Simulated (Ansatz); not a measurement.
# Lattice dynamics of LaIn (Pm-3m), part 2 of 2

Wanted: vibrations and spectra of LaIn (Pm-3m); the cell is already relaxed. After the zone centre comes a 4×4×4 q mesh on a 12×12×12 k mesh.

Ansatz 0.2.0; DFT PBEsol, scalar-relativistic, plane waves, PAW; PAW set soft_1.

So far. Step 2 (Zone-centre response): Before it was imposed, the acoustic sum rule was missed by 5.0e-5 eV/Å². Small misses are needed for a sound result but don't prove that mesh and cutoff are converged. The lowest optical mode is real, 103 cm⁻¹.

### 3. Phonons on a q mesh (continued)

Interpolated from a 4×4×4 q mesh. The phonon branches at the labelled points (cm⁻¹):

```csv
point,branch 1,branch 2,branch 3,branch 4,branch 5,branch 6
Γ,0,0,0,103,103,103
halfway,49,49,59,97,97,115
X,80,80,83,83,101,112
halfway,50,54,70,85,134,138
M,-7,-7,61,89,154,154
halfway,17,61,86,92,102,132
Γ,0,0,0,103,103,103
halfway,53,53,63,120,123,123
R,108,108,108,118,118,118
halfway,26,62,88,101,135,141
X,80,80,83,83,101,112
jump to R,108,108,108,118,118,118
halfway,64,64,96,98,144,144
M,-7,-7,61,89,154,154
```

The phonon branches as a text plot (rows in cm⁻¹):

```
    150 |            *****                                    ***
    144 |           **   **                        **        *
    137 |           *      **              **     ****     **
    130 |          *      *  *           *** *   *   **
    124 |         **          *         *** **  *     **  *
    117 |   **** **        **  *       *      ****     ** *
    110 |  *    *               *   ***       *** **     ***
    103 |***    **           *  ****   *     *  **  *   *****
     97 |   ** *              **    *        *  * *  *      **
     90 |     *      *********       **     *    * ** *       ***
     83 |     *******        **                  *   ***** *  *
     77 |      * **        **        ***   **     *     *   *
     70 |    *    ***                              *   *       *
     63 |     *   ** ********* *        ***       * ***      *  *
     56 |   **     *                     ***           *
     50 |   *                 *     *   *
     43 |           *    *     **      *           *  *       *
     36 |  *         *               **
     30 |  *         *          *  *                           *
     23 | *           * *        *  *               **
     16 |                  *******
      9 |*               **      * *                            *
      3 |                         *
     -4 |              **
         Γ      X      M          Γ            R        X|R     M
```

Tetrahedra on a 16×16×16 mesh, mean over bins of 2 cm-1. Interpolated from a 4×4×4 q mesh. Phonon density of states against wavenumber; read off at these points:

```csv
wavenumber (cm⁻¹),phonon density of states (1/cm⁻¹/cell)
-7.0,0
-1.0,1.2e-4
5.0,6.0e-4
9.0,0.00133
15.0,0.00501
21.0,0.0181
27.0,0.0325
33.0,0.0420
37.0,0.0356
43.0,0.0305
49.0,0.0329
55.0,0.0420
61.0,0.0587
65.0,0.0481
71.0,0.0441
77.0,0.0663
83.0,0.0492
87.0,0.0737
93.0,0.0769
99.0,0.0565
105.0,0.0362
111.0,0.0310
115.0,0.0329
121.0,0.0342
127.0,0.0400
133.0,0.0575
139.0,0.0716
143.0,0.0487
149.0,0.0254
155.0,0
```

The partial phonon density of states has structure finer than the step of the table below, so its rows give means over 5 cm⁻¹, whole bins alone (the curve runs from -16.5 to 168 cm⁻¹). Peaks (cm⁻¹: height): In 31.1: 0.0284, 63.6: 0.0265, 89.2: 0.0542, 135.6: 0.0284; La 31.1: 0.0259, 64.8: 0.0321, 78.7: 0.0312, 96.1: 0.0261, 118.2: 0.0232, 139.1: 0.0373.

Phonopy on the run's constants, 15x15x15 mesh, Gaussian sigma 2.0 cm-1. Interpolated from a 4×4×4 q mesh. Table of partial phonon density of states by wavenumber; means over each step; values in 1/cm⁻¹/cell:

```csv
wavenumber (cm⁻¹),In,La
-10,1.3e-4,9.5e-5
-5,2.8e-4,2.1e-4
0,8.5e-5,9.3e-5
5,3.5e-4,2.9e-4
10,9.7e-4,8.6e-4
15,0.00455,0.00379
20,0.0104,0.00865
25,0.0110,0.0104
30,0.0228,0.0212
35,0.0174,0.0166
40,0.0159,0.0154
45,0.0169,0.0164
50,0.0156,0.0162
55,0.0231,0.0222
60,0.0228,0.0253
65,0.0241,0.0302
70,0.0190,0.0278
75,0.0259,0.0304
80,0.0279,0.0300
85,0.0407,0.0205
90,0.0505,0.0201
95,0.0394,0.0239
100,0.0278,0.0229
105,0.0194,0.0206
110,0.0138,0.0179
115,0.0137,0.0194
120,0.0157,0.0209
125,0.0171,0.0215
130,0.0203,0.0257
135,0.0272,0.0349
140,0.0266,0.0359
145,0.0173,0.0240
150,0.00934,0.0129
155,0.00194,0.00265
160,2.7e-5,3.7e-5
165,0,0
```

Second derivatives of the energy by pair, one row for each kind of neighbour of each atom listed. Each entry sums the pair over the periodic images of the supercell that the q mesh stands for, and in a polar crystal it holds the long-range dipole part too. Force constants by pair, by row:

```csv
atom,neighbour,distance (Å),third of the trace (eV/Å²),along the pair's line (eV/Å²)
La1,itself,0,4.817,–
La1,In,3.372,-0.3433,-1.631
La1,La,3.893,-0.3672,-1.073
La1,La,5.506,0.0037,0.1381
La1,In,6.457,0.014,0.0701
La1,La,6.744,-0.0278,-0.0334
In2,itself,0,3.655,–
In2,La,3.372,-0.3433,-1.631
In2,In,3.893,-0.1807,-0.4056
In2,In,5.506,-2.00e-4,-0.1044
In2,La,6.457,0.014,0.0701
In2,In,6.744,-0.0124,0.0038
```

Symmetry leaves 10 wavevectors to solve. The lowest mode among them, the acoustic zeros apart, lies at q = (0, -0.5, -0.5) and is slightly imaginary, 7.4i cm⁻¹, too near zero to call.

### 4. Another isotope

An isotope changes the mass and not the force constants, so no new electronic calculation is needed; the shifts show which modes move this element.

The same force constants with the mass of In changed from 114.818 to 112.904 u (phonopy, no LO-TO term). Both lists are sorted by frequency; levels can cross, so a row need not hold one and the same mode. Modes under 3 cm⁻¹ are left out. Isotope shifts, by row:

```csv
q,rank,natural mass (cm⁻¹),changed mass (cm⁻¹)
0 0 0,4,103.1,103.6
0 0 0,5,103.1,103.6
0 0 0,6,103.1,103.6
0 0 0.25,1,48.81,48.99
0 0 0.25,2,48.81,48.99
0 0 0.25,3,59.14,59.41
0 0 0.25,4,97.03,97.49
0 0 0.25,5,97.03,97.49
0 0 0.25,6,114.9,115.3
0 0 -0.5,1,80.26,80.26
0 0 -0.5,2,80.26,80.26
0 0 -0.5,3,82.58,83.28
0 0 -0.5,4,82.58,83.28
0 0 -0.5,5,100.8,101.7
0 0 -0.5,6,112.2,112.2
0 0.25 0.25,1,16.9,16.98
0 0.25 0.25,2,61.02,61.2
0 0.25 0.25,3,85.48,85.73
0 0.25 0.25,4,92.34,92.85
0 0.25 0.25,5,101.5,102.1
0 0.25 0.25,6,132.4,132.9
```

A mode of this element alone would shift by +0.84 %. The highest zone-centre frequency without the field goes from 103.1 to 103.6 cm⁻¹ (+0.5 %). The product of the frequency ratios over all optical modes at Γ is 1.014; the product rule, (m/m′)^(3k/2) (M′/M)^(3/2) with k = 1 such atoms and M the mass of the cell, gives 1.014.

### 5. Outcome

```
space group (within 0.01 Å)                             : Pm-3m
volume per atom                                         : 29.5 Å³
electronic character                                    : no gap on this mesh
highest optical mode at the zone centre (no LO-TO term) : 103 cm⁻¹
lowest optical zone-centre mode                         : 103 cm⁻¹
lowest mode on the q mesh (acoustic modes at Γ apart)   : -7.4 cm⁻¹
highest frequency on the path or at a solved wavevector : 154 cm⁻¹
imaginary modes on the 4×4×4 q mesh                     : one or more, weakly
```

What this shows: No mode is clearly imaginary at the 10 irreducible wavevectors solved, but the lowest, 7.4i cm⁻¹, is too near zero to call. The optical modes at Γ form one degenerate level at 103 cm⁻¹. With no gap, or one that is small against the smearing, the frequencies hang on the k mesh and the smearing, most of all near Kohn anomalies. Spin-orbit coupling is left out, which can matter for the heavy elements here. The PAW files were made for PBE and serve the other functionals too. A phonon run warned that its eigensolver left some bands unconverged in a pass. These are harmonic frequencies at zero temperature: anharmonic shifts, linewidths and thermal expansion are left out.

[Logs are printed without paths, hosts, clocks, repeated set-up lines and the standing remarks that a program may print on its own settings, such as how far it seeks lower states.]

[Hosts, paths, dates, database ids (printed as entryN), source tags and the programs' standing remarks are cut or masked in the printed files.]
